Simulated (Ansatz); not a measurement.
# Screened interactions in BaAgO3 (cubic perovskite) (Pm-3m)

Aim: U, U′ and J for the Ag d shell of BaAgO3 (cubic perovskite) (Pm-3m).

Main program and level: Ansatz 0.2.0; non-magnetic LDA, then constrained RPA, plane waves, PAW.

The structure was built from a prototype and need not be the compound's stable phase.

## Step 1: Set-up

Symmetry: Pm-3m, No. 221, cubic system. Conventional cell: a = 4.042 Å, b = 4.042 Å, c = 4.042 Å, α = 90.00°, β = 90.00°, γ = 90.00°. Nearest to Ba lie 12 O at 2.86 Å. Nearest to Ag lie 6 O at 2.02 Å. Nearest to O lie 2 Ag at 2.02 Å and 4 Ba at 2.86 Å. Farther neighbours and most contacts between anions are not listed.

The structure was relaxed with LDA. The structure type comes from a generator and need not be one that this composition takes. The structure was generated from a model, not taken from a measurement. The runs that relaxed it are not among those shown. The program's search for lower electronic states was switched off, so nothing shows that the state found is the lowest. Spin-orbit coupling is left out unless a step names it. The default PAW set here is soft_2. Its files were made with PBE.

## Step 2: LDA bands and orbital weights

This step: DFT, LDA, plane waves, PAW.

File input.yaml:

```yaml
crystal:
  lattice:
    - [0.0, -4.04180955, 0.0]
    - [0.0, 0.0, 4.04180955]
    - [-4.04180955, 0.0, 0.0]
  atoms:
    - { symbol: Ba, position: [0.0, 0.0, 0.0] }
    - { symbol: Ag, position: [0.5, 0.5, 0.5] }
    - { symbol: O, position: [0.5, 0.5, 0.0] }
    - { symbol: O, position: [0.5, 0.0, 0.5] }
    - { symbol: O, position: [0.0, 0.5, 0.5] }
kpoints:
  mp_grid: { grid: [8, 8, 8] }
  band_path:
    path:
      - [[0.0, 0.0, 0.0], [0.0, 0.5, 0.0], [0.5, 0.5, 0.0], [0.0, 0.0, 0.0], [0.5, 0.5, 0.5], [0.0, 0.5, 0.0]]
      - [[0.5, 0.5, 0.5], [0.5, 0.5, 0.0]]
    npoints: 10
hamiltonian:
  xc: lda
scf:
  occupations: { method: gaussian, width: 0.08 }
  n_extra_bands: 19
  max_iter: 150
  lower_state_search: "off"
output:
  eigenvalues: true
  forces: true
  stress: true
  fatbands: true
  write_density: true
  write_potential: true
  elf: true
  volumetric_format: npy
```

Started as:

```bash
> ansatz run input.yaml --threads 4 --pin off --max-ram 9216MiB --backend cpu --events-out ev --progress --plain --runs-dir out
```

Numbers of over 12 decimals in the logs are rounded to 6 here.

Output:

```text
scf.n_extra_bands = 19 over 24 filled bands (N_el = 47.0): the run solves 43 bands
Engine: ansatz 0.2.0, aarch64-unknown-linux-gnu
Pseudopotentials: kind: paw
Pseudopotential: Ba, paw, valence charge 10, recommended cutoff 420 eV (normal), Ba.paw.azcp
Pseudopotential: Ag, paw, valence charge 19, recommended cutoff 420 eV (normal), Ag.paw.azcp
Pseudopotential: O, paw, valence charge 6, recommended cutoff 420 eV (normal), O.paw.azcp
Functional definition: SPW92
  exchange = slater_x
  correlation = pw_c
Crystal: 5 atoms, lattice volume = 66.028 Å³
Basis set: ecut = 420 eV, 1309 PW (Γ)
Bands: 43, of which v1, the nominal top of the filled ones, is band 24 counted from 1 (23 counted from 0)
Symmetry: 48 space group operations
Space group: Pm-3m (ITA 221), of the structure as read, at distance tolerance 4.0e-5 Å
k-points: 35 of 512
Non-local potential: Ba, projectors of the file, l = 0: 3, l = 1: 2, l = 2: 2, l = 3: 2
Non-local potential: Ag, projectors of the file, l = 0: 3, l = 1: 2, l = 2: 2, l = 3: 1
Non-local potential: O, projectors of the file, l = 0: 2, l = 1: 2, l = 2: 1
PAW form: soft (Blöchl's): semilocal exchange-correlation on the pseudo side does not see the compensation charge
PAW frozen core: Ba, regenerated for the run's functional, and the local potential with it (the file was generated under x = pbe(κ = 0.804, μ = 0.219515), c = pbe(β = 0.066725))
PAW frozen core: Ag, regenerated for the run's functional, and the local potential with it (the file was generated under x = pbe(κ = 0.804, μ = 0.219515), c = pbe(β = 0.066725))
PAW frozen core: O, regenerated for the run's functional, and the local potential with it (the file was generated under x = pbe(κ = 0.804, μ = 0.219515), c = pbe(β = 0.066725))
PAW one-centre angular grid: Ba, 194 points (default); XC on 64 Gauss nodes
PAW one-centre angular grid: Ag, 590 points (default); XC on 64 Gauss nodes
PAW one-centre angular grid: O, 110 points (default); XC on 64 Gauss nodes
Initial density: superposition of atomic densities (neutral atoms: chi_scale 0, normalization atom), corrected by the library's trained network
Initial wavefunctions: pseudopotential atomic-orbital guess
Functional: x = slater, c = lda
SCF iter   1: F=—  HF=-14901.774859 eV  |F-HF|=—  |Δ(HF+E_count)|=         —  Δρ=1.93e-2  dr2=2.45e-1  ethr=1.77e-3  ⟨swp⟩=7.0  Hψ=7654  notcnv=0  defer=193
preconditioner: auto → Kerker (q_TF=auto, 2.578 Å⁻¹)  [metal: Δε(μ)=0.036 eV  Ē_g=17.638 eV  σ=0.080 eV  W_gap=0.25  n_scr=18 (ndim 8)  ℏωp=28.5 eV  f_vac=0.001  D(μ)=2.94/eV (n_scr^D=26)]
SCF iter   2: F=—  HF=-14901.720775 eV  |F-HF|=—  |Δ(HF+E_count)|=   5.41e-2  Δρ=9.43e-3  dr2=7.57e-2  ethr=5.22e-4  ⟨swp⟩=1.9  Hψ=2024  notcnv=0  defer=451
SCF iter   3: F=—  HF=-14901.699122 eV  |F-HF|=—  |Δ(HF+E_count)|=   2.17e-2  Δρ=2.18e-3  dr2=5.75e-3  ethr=1.61e-4  ⟨swp⟩=2.1  Hψ=1884  notcnv=0  defer=451
SCF iter   4: F=—  HF=-14901.697330 eV  |F-HF|=—  |Δ(HF+E_count)|=   1.79e-3  Δρ=7.39e-4  dr2=8.97e-4  ethr=1.22e-5  ⟨swp⟩=1.8  Hψ=1351  notcnv=0  defer=451
SCF iter   5: F=—  HF=-14901.697001 eV  |F-HF|=—  |Δ(HF+E_count)|=   3.29e-4  Δρ=2.46e-4  dr2=5.98e-5  ethr=1.91e-6  ⟨swp⟩=2.1  Hψ=1566  notcnv=0  defer=451
SCF iter   6: F=—  HF=-14901.696986 eV  |F-HF|=—  |Δ(HF+E_count)|=   1.48e-5  Δρ=5.60e-5  dr2=1.53e-6  ethr=1.27e-7  ⟨swp⟩=2.4  Hψ=1758  notcnv=0  defer=454
SCF iter   7: F=-14901.696986 eV  HF=-14901.696986 eV  |F-HF|=8.05e-9  |Δ(HF+E_count)|=   4.41e-8  Δρ=1.02e-5  dr2=5.15e-8  ethr=2.13e-10  ⟨swp⟩=14.9  Hψ=12398  notcnv=0
SCF 1 converged in 7 iterations: F = -14901.696986 eV  dr2 = 5.15e-8
  greatest PAW one-centre occupation: 1.003 electrons in one spin orbital (limit 2), on the Ag atom at site 1 (counted from 0), in its partial waves of l = 0
NSCF: frozen V_eff on 62 k-points
SCF converged after 7 iterations
Free energy (F): -14901.696986 eV
Harris-Foulkes:  -14901.696986 eV  (|F-HF|=8.05e-9)
Internal energy: -14901.678587 eV  (E = F + TS)
E sigma→0 (E₀):  -14901.687787 eV
Entropy (-TS):   -0.018399 eV (-3.680 meV/atom)
Fermi energy:    10.531230 eV
--- Per-component energies (eV) ---
  E_band       = -302.783903
  E_kinetic    = 1214.036520
  E_local      = -4285.160801  (includes V_loc(G=0)·N_el)
  E_nonlocal   = 295.614819
  E_hartree    = 1838.488428
  E_xc         = -569.441775
  E_vxc        = -651.890454  (∫ρ·V_xc dr)
  E_paw        = -9263.272170  (= ΣΔE_a)
  E_vpaw       = -552.356632  (= ΣTr[D̂ρ^β])
  E_aug_tail   = 0.007615  (compensation charges beyond the density's cutoff)
  E_ewald      = -4133.249311
  E_core_change = 1.298088  (= ΣΔE_core)
  E_smearing   = -0.018399  (= −TS)
  E_closure    = -0.000000  (closes the sum)
  Σ components = -14901.696986   (vs F -14901.696986, Δ=0.00e0)
--- Forces (eV/Å), atoms counted from 1 ---
  atom   1  Ba     0.00000000     0.00000000     0.00000000
  atom   2  Ag    -0.00000000     0.00000000     0.00000000
  atom   3  O     -0.00000000    -0.00000000    -0.00000000
  atom   4  O     -0.00000000     0.00000000    -0.00000000
  atom   5  O     -0.00000000     0.00000000     0.00000000
  max |Σ_I F_I| component: 8.26e-29 eV/Å
--- Stress (GPa, compression-positive) ---
        0.405160      -0.000000      -0.000000
        0.000000       0.405160       0.000000
        0.000000       0.000000       0.405160
  P = ⅓ Tr σ = 0.4052 GPa (4.052 kbar)
--- Band table (eV; the first three rows and the last of 35) ---
  k-point 0: bands = [... 20 lower, 9.4188, 9.4188, 10.1335, 10.1335, 10.1335, 15.7800, 15.7800, 16.8358, ... 15 higher]
  k-point 1: bands = [... 20 lower, 9.4658, 9.4658, 10.1267, 10.1267, 10.1477, 16.0418, 16.0639, 17.2091, ... 15 higher]
  k-point 2: bands = [... 20 lower, 9.5054, 9.5054, 10.2004, 10.2004, 10.5251, 16.6855, 16.8024, 18.2275, ... 15 higher]
  k-point 34: bands = [... 20 lower, 10.6053, 10.6053, 10.6053, 13.7863, 13.7863, 17.1864, 17.1864, 17.1864, ... 15 higher]
```

Elapsed: 3.2 s, on 4 threads of Arm Neoverse V2, shared host; peak memory 0.41 GiB.

Reading the cycles: dr2 is the Hartree energy of the density residual (eV), the measure of convergence; HF is the Harris–Foulkes estimate of the energy, which meets the free energy F at convergence.

This step gave:

```yaml
pressure: 0.4052 GPa
```

The electronic bands at the labelled points (eV, zero at the Fermi level):

| point | band 21 | band 22 | band 23 | band 24 | band 25 | band 26 | band 27 | band 28 |
| --- | --- | --- | --- | --- | --- | --- | --- | --- |
| Γ | -1.11 | -1.11 | -0.40 | -0.40 | -0.40 | 5.25 | 5.25 | 6.30 |
| halfway | -1.03 | -1.03 | -0.33 | -0.33 | -0.01 | 6.15 | 6.27 | 7.70 |
| X | -1.08 | -1.08 | -0.08 | -0.08 | 0.67 | 7.15 | 7.65 | 8.43 |
| halfway | -0.93 | -0.82 | -0.32 | -0.20 | 2.08 | 7.62 | 8.48 | 8.69 |
| M | -0.90 | -0.53 | -0.53 | -0.10 | 3.25 | 7.80 | 8.27 | 9.85 |
| halfway | -0.97 | -0.79 | -0.73 | -0.49 | 1.26 | 6.72 | 7.28 | 8.13 |
| Γ | -1.11 | -1.11 | -0.40 | -0.40 | -0.40 | 5.25 | 5.25 | 6.30 |
| halfway | -0.61 | -0.58 | -0.58 | 1.22 | 1.22 | 7.41 | 7.41 | 7.93 |
| R | 0.07 | 0.07 | 0.07 | 3.25 | 3.25 | 6.66 | 6.66 | 6.66 |
| halfway | -0.57 | -0.48 | -0.05 | 1.12 | 2.33 | 8.03 | 8.16 | 8.20 |
| X | -1.08 | -1.08 | -0.08 | -0.08 | 0.67 | 7.15 | 7.65 | 8.43 |
| jump to R | 0.07 | 0.07 | 0.07 | 3.25 | 3.25 | 6.66 | 6.66 | 6.66 |
| halfway | -0.21 | -0.21 | -0.07 | 1.57 | 3.25 | 7.21 | 7.88 | 7.88 |
| M | -0.90 | -0.53 | -0.53 | -0.10 | 3.25 | 7.80 | 8.27 | 9.85 |

Of the projections kept (Ag 4d, O 2p), the largest for each band there; the rest of the weight can lie on other orbitals:

| point | band 21 | band 22 | band 23 | band 24 | band 25 | band 26 | band 27 | band 28 |
| --- | --- | --- | --- | --- | --- | --- | --- | --- |
| Γ | O 2p 0.98 | O 2p 0.98 | O 2p 0.96 | O 2p 0.96 | O 2p 0.96 | Ag 4d 0.01 | Ag 4d 0.01 | - |
| X | O 2p 0.97 | O 2p 0.97 | O 2p 0.82 | O 2p 0.82 | O 2p 0.41 | O 2p 0.07 | O 2p 0.08 | - |
| M | O 2p 0.57 | O 2p 0.77 | O 2p 0.77 | O 2p 0.99 | O 2p 0.66 | O 2p 0.08 | O 2p 0.06 | O 2p 0.04 |
| Γ | O 2p 0.98 | O 2p 0.98 | O 2p 0.96 | O 2p 0.96 | O 2p 0.96 | Ag 4d 0.01 | Ag 4d 0.01 | - |
| R | O 2p 0.72 | O 2p 0.72 | O 2p 0.72 | O 2p 0.66 | O 2p 0.66 | - | - | - |
| X | O 2p 0.97 | O 2p 0.97 | O 2p 0.82 | O 2p 0.82 | O 2p 0.41 | O 2p 0.07 | O 2p 0.08 | - |

Electrostatic potential energy in the ac plane at fractional y = 0.500, with atoms of Ag and O within 0.2 Å of it. With pseudopotentials it is smooth inside the atoms' cores, unlike the true potential.

Ten even steps from '0' (-37 eV) to '9' (16 eV), each cell a mean:
```
99999510269999
99999843589999
99999988899999
99999866789999
57997532358986
12785311237852
00574200126830
01685200136841
46896422358985
99998654579999
99999987899999
99999865799999
99999610279999
99999400159999
```
Columns run along a (4.0 Å; values clipped at the 3rd and 97th percentile), rows up along c (4.0 Å). Atoms in or near the plane, at fractional coordinates: Ag at (0.50, 0.50), O at (0.50, 0.00), O at (0.00, 0.50).

ELF in the ac plane at fractional y = 0.500, with atoms of Ag and O within 0.2 Å of it. It is the smooth field of the valence electrons, not physical close to the nuclei.

Ten even steps from '0' (0.02) to '9' (0.85), each cell a mean:
```
00048976897200
00016888874100
32001344421012
86211122210147
99622455531279
88723578752488
46733699852486
68733689752487
99622466541389
98411233321168
43101233221014
10014677762000
00038986896200
00149964898300
```
Columns run along a (4.0 Å), rows up along c (4.0 Å). Atoms in or near the plane, at fractional coordinates: Ag at (0.50, 0.50), O at (0.50, 0.00), O at (0.00, 0.50).

## Step 3: Constrained RPA: Ag d + anion p, bands v13 to c1, 4×4×4 mesh, medium accuracy

Constrained RPA screens the interaction with every transition except those inside the target bands, which a later many-body model would treat itself.

This step: constrained RPA on LDA, plane waves, PAW.

input.yaml, the sections that differ from step 2:

```yaml
kpoints:
  mp_grid: { grid: [8, 8, 8] }
output:
  crpa:
    kmesh: [4, 4, 4]
    target_bands: [v13, c1]
    projections: [{ species: Ag, l: d, shell: 4 }, { species: O, l: p, shell: 2 }]
  local_orbitals:
    kmesh: [8, 8, 8]
    orbitals: [{ species: Ag, l: d, shell: 4 }, { species: O, l: p, shell: 2 }]
    window: { bands: [v13, c1] }
    seedname: lo
# crystal, hamiltonian, scf: as in step 2
```

Output:

```text
[...]
Crystal: 5 atoms, lattice volume = 66.028 Å³
Basis set: ecut = 420 eV, 1309 PW (Γ)
Bands: 43, of which v1, the nominal top of the filled ones, is band 24 counted from 1 (23 counted from 0)
Symmetry: 48 space group operations
[...]
k-points: 35 of 512
[...]
SCF iter   1: F=—  HF=-14901.774864 eV  |F-HF|=—  |Δ(HF+E_count)|=         —  Δρ=1.93e-2  dr2=2.45e-1  ethr=1.77e-3  ⟨swp⟩=7.0  Hψ=7654  notcnv=0  defer=193
[...]
SCF iter   7: F=-14901.696986 eV  HF=-14901.696986 eV  |F-HF|=7.99e-9  |Δ(HF+E_count)|=   4.49e-8  Δρ=1.02e-5  dr2=5.14e-8  ethr=2.13e-10  ⟨swp⟩=9.5  Hψ=8250  notcnv=0
SCF 1 converged in 7 iterations: F = -14901.696986 eV  dr2 = 5.14e-8
[...]
NSCF: frozen V_eff on 38 k-points
[...]
cRPA screening: q 1/64
cRPA screening: q 2/64
cRPA screening: q 8/64 (q-point 3)
cRPA screening: q 11/64 (q-point 6)
cRPA screening: q 17/64 (q-point 7)
cRPA screening: q 29/64 (q-point 8)
cRPA screening: q 35/64 (q-point 11)
cRPA screening: q 38/64 (q-point 22)
cRPA screening: q 40/64 (q-point 23)
cRPA screening: q 46/64 (q-point 24)
cRPA screening: q 52/64 (q-point 27)
cRPA screening: q 58/64 (q-point 28)
cRPA screening: q 64/64 (q-point 43)
SCF converged after 7 iterations
Free energy (F): -14901.696986 eV
[...]
Internal energy: -14901.678587 eV  (E = F + TS)
E sigma→0 (E₀):  -14901.687787 eV
Entropy (-TS):   -0.018399 eV (-3.680 meV/atom)
Fermi energy:    10.531230 eV
[...]
--- Band table (eV; the first three rows and the last of 35) ---
  k-point 0: bands = [... 20 lower, 9.4188, 9.4188, 10.1335, 10.1335, 10.1335, 15.7800, 15.7800, 16.8358, ... 15 higher]
  k-point 1: bands = [... 20 lower, 9.4658, 9.4658, 10.1267, 10.1267, 10.1477, 16.0418, 16.0639, 17.2091, ... 15 higher]
  k-point 2: bands = [... 20 lower, 9.5054, 9.5054, 10.2004, 10.2004, 10.5251, 16.6855, 16.8024, 18.2275, ... 15 higher]
  k-point 34: bands = [... 20 lower, 10.6053, 10.6053, 10.6053, 13.7863, 13.7863, 17.1864, 17.1864, 17.1864, ... 15 higher]
--- cRPA (band scheme, projected local orbitals): target bands 12..25 (1-based), 14 Wannier function(s), 4×4×4 mesh, 50 bands' worth read of 55 solved, ecut_chi 136.0 eV, v(q+G=0) probe_charge, pair densities all_electron ---
  bands read: the sum over 50 bands ends inside a degenerate multiplet in 11 slots, whose members it reads at an even weight; the widest, k=42: bands 49 to 51 (counted from 1) at 2/3 each
  χ-basis size per q: N_G = 232..280
  window electrons = 25.0000, filled by tetrahedron_uncorrected; constrained ε̄⁻¹(q = 0, 0) head = 0.323081; min gauge Gram eig = 0.7407
  Kanamori averages over each shell's own Wannier functions (sites counted from 0, functions from 1):
  Each shell's averages of U are screened by what lies outside the whole window alone: parameters of one model of all the shells.
    Site 1, 4D, 5 of 5 d orbitals (Wannier functions 1, 2, 3, 4, 5; wannier90's mr 1, 2, 3, 4, 5):
      screened: U = 8.5595 eV, U' = 7.3724 eV, J = 0.5942 eV
      screened, to within: U = 2.3e-2 eV, U' = 2.3e-2 eV, J = 8.8e-4 eV
      bare: V = 19.4915 eV, V' = 17.9757 eV, J = 0.7533 eV
    Site 2, 2P, 3 of 3 p orbitals (Wannier functions 6, 7, 8; wannier90's mr 1, 2, 3):
      screened: U = 6.9322 eV, U' = 5.5656 eV, J = 0.6782 eV
      screened, to within: U = 1.3e-2 eV, U' = 1.3e-2 eV, J = 1.1e-3 eV
      bare: V = 18.3803 eV, V' = 16.6288 eV, J = 0.8705 eV
    Site 3, 2P, 3 of 3 p orbitals (Wannier functions 9, 10, 11; wannier90's mr 1, 2, 3):
      screened: U = 6.9322 eV, U' = 5.5656 eV, J = 0.6782 eV
      screened, to within: U = 1.3e-2 eV, U' = 1.3e-2 eV, J = 1.1e-3 eV
      bare: V = 18.3803 eV, V' = 16.6288 eV, J = 0.8705 eV
    Site 4, 2P, 3 of 3 p orbitals (Wannier functions 12, 13, 14; wannier90's mr 1, 2, 3):
      screened: U = 6.9322 eV, U' = 5.5656 eV, J = 0.6782 eV
      screened, to within: U = 1.3e-2 eV, U' = 1.3e-2 eV, J = 1.1e-3 eV
      bare: V = 18.3803 eV, V' = 16.6288 eV, J = 0.8705 eV
  Hermiticity witness max|P − P†| over intra, direct and exchange elements: 1.07e-14 eV (screened), 5.55e-17 eV (bare)
  Reality witness max|Im| over intra, direct and exchange elements: 4.87e-10 eV (screened), 5.91e-12 eV (bare)
```

It took 3 min on 4 threads; peak memory 0.75 GiB; 11 min of CPU time.

This step gave:

```
U                                                 : 8.559 eV
U prime (inter-orbital)                           : 7.372 eV
J                                                 : 0.5942 eV
bare V                                            : 19.49 eV
bare J                                            : 0.7533 eV
stated bound on U                                 : 0.02221 eV
U over bare V                                     : 0.4391
electrons in the window                           : 25.00
head of the constrained inverse dielectric matrix : 0.3231
least eigenvalue of the projection's overlap      : 0.7407
target functions                                  : 14
bands in the sums                                 : 50
r.m.s. miss of the model bands                    : 1.08e-4 eV
width of the target bands                         : 10.51 eV
weight of the projected orbitals in the window    : 0.9377
```

On the Ag d shell, screening brings the on-site interaction from 19.5 eV down to U = 8.56 eV.

Kanamori averages over each shell's functions. Crpa shells, by row:

| site | element | shell | orbitals | U (eV) | U' (eV) | J (eV) | bare V (eV) | bare V' (eV) | bare J (eV) | bound on U (eV) |
| --- | --- | --- | --- | --- | --- | --- | --- | --- | --- | --- |
| 2 | Ag | 4D | 5 | 8.559 | 7.372 | 0.5942 | 19.49 | 17.98 | 0.7533 | 0.02221 |
| 3 | O | 2P | 3 | 6.932 | 5.566 | 0.6782 | 18.38 | 16.63 | 0.8705 | 0.0123 |
| 4 | O | 2P | 3 | 6.932 | 5.566 | 0.6782 | 18.38 | 16.63 | 0.8705 | 0.0123 |
| 5 | O | 2P | 3 | 6.932 | 5.566 | 0.6782 | 18.38 | 16.63 | 0.8705 | 0.0123 |

Projected local orbitals of the target window. The electronic bands at the labelled points (eV, zero at the Fermi level; # counts the bands kept):

| point | #10 | #11 | #12 | #13 | #14 |
| --- | --- | --- | --- | --- | --- |
| Γ | -1.11 | -1.11 | -0.40 | -0.40 | -0.40 |
| halfway | -1.03 | -1.03 | -0.33 | -0.33 | -0.01 |
| X | -1.08 | -1.08 | -0.08 | -0.08 | 0.67 |
| halfway | -0.93 | -0.82 | -0.32 | -0.20 | 2.08 |
| M | -0.90 | -0.53 | -0.53 | -0.10 | 3.25 |
| halfway | -0.97 | -0.79 | -0.73 | -0.49 | 1.26 |
| Γ | -1.11 | -1.11 | -0.40 | -0.40 | -0.40 |
| halfway | -0.61 | -0.58 | -0.58 | 1.22 | 1.22 |
| R | 0.07 | 0.07 | 0.07 | 3.25 | 3.25 |
| halfway | -0.57 | -0.48 | -0.05 | 1.12 | 2.33 |
| X | -1.08 | -1.08 | -0.08 | -0.08 | 0.67 |
| jump to R | 0.07 | 0.07 | 0.07 | 3.25 | 3.25 |
| halfway | -0.21 | -0.21 | -0.07 | 1.57 | 3.25 |
| M | -0.90 | -0.53 | -0.53 | -0.10 | 3.25 |

The same for Kohn-Sham, solved directly:

| point | #10 | #11 | #12 | #13 | #14 |
| --- | --- | --- | --- | --- | --- |
| Γ | -1.11 | -1.11 | -0.40 | -0.40 | -0.40 |
| X | -1.08 | -1.08 | -0.08 | -0.08 | 0.67 |
| M | -0.90 | -0.53 | -0.53 | -0.10 | 3.25 |
| Γ | -1.11 | -1.11 | -0.40 | -0.40 | -0.40 |
| R | 0.07 | 0.07 | 0.07 | 3.25 | 3.25 |
| X | -1.08 | -1.08 | -0.08 | -0.08 | 0.67 |
| R | 0.07 | 0.07 | 0.07 | 3.25 | 3.25 |
| M | -0.90 | -0.53 | -0.53 | -0.10 | 3.25 |

Onsite levels, by row:

| orbital | level less Fermi level (eV) |
| --- | --- |
| Ag2 dz2 | -3.342 |
| Ag2 dxz | -4.239 |
| Ag2 dyz | -4.239 |
| Ag2 dx2-y2 | -3.342 |
| Ag2 dxy | -4.239 |
| O3 pz | -1.211 |
| O3 px | -2.673 |
| O3 py | -1.211 |
| O4 pz | -2.673 |
| O4 px | -1.211 |
| O4 py | -1.211 |
| O5 pz | -1.211 |
| O5 px | -1.211 |
| O5 py | -2.673 |

Largest distinct elements between sites. Hoppings, by row:

| from | to | cell | distance (Å) | t (eV) |
| --- | --- | --- | --- | --- |
| O4 pz | Ag2 dz2 | 0 -1 0 | 2.021 | 1.979 |
| Ag2 dx2-y2 | O5 py | 1 0 0 | 2.021 | 1.714 |
| Ag2 dz2 | O3 px | 0 0 1 | 2.021 | 0.9893 |
| Ag2 dxy | O3 py | 0 0 0 | 2.021 | -0.81 |
| O3 px | O4 pz | 0 1 0 | 2.858 | -0.51 |
| O3 py | O5 py | 1 0 0 | 2.858 | 0.2458 |
| O5 px | O3 py | -1 0 1 | 2.858 | -0.1975 |
| Ag2 dz2 | Ag2 dz2 | 0 1 0 | 4.042 | 0.1288 |
| O3 pz | O3 pz | 1 1 0 | 5.716 | 0.1033 |
| O4 px | O4 px | 0 1 0 | 4.042 | -0.1031 |
| Ag2 dx2-y2 | Ag2 dx2-y2 | 0 0 -1 | 4.042 | 0.0971 |
| O5 pz | O5 px | 0 1 -1 | 5.716 | 0.0961 |

## Step 4: Outcome

```yaml
ag_d_anion_p: U 8.56 eV, U′ 7.37 eV, J 0.59 eV, bare V 19.5 eV
method: constrained RPA on non-magnetic LDA, 4×4×4 mesh, static; search for lower states off
```

In words: For Ag d + anion p, screening cuts the on-site interaction from 19.49 eV to 8.56 eV (44 %), while J goes only from 0.75 eV to 0.59 eV: the monopole is screened far more than the multipoles. U − 2J differs from U′ by −0.001 eV, so the Kanamori relation holds well. The parent state is non-magnetic and the interaction static (zero frequency); U depends on the window and the orbitals, so it belongs to this model alone. The bands cross the Fermi level under this constraint, which need not be the crystal's state: magnetic order, correlation or a lattice distortion may open a gap. A window that holds the anion p bands defines a model with explicit ligands; its U belongs to that model and is not the U of DFT+U.

[Paths, hosts, dates, memory and timing lines, banners, echoed tables and standing remarks are left out of the program output.]

[Logs are printed without paths, hosts, clocks, repeated set-up lines and the standing remarks that a program may print on its own settings, such as how far it seeks lower states.]

[Runs of the session that timed out or met a known fault of the program may be left out.]

[Hosts, paths, dates, database ids (printed as entryN), source tags and the programs' standing remarks are cut or masked in the printed files.]
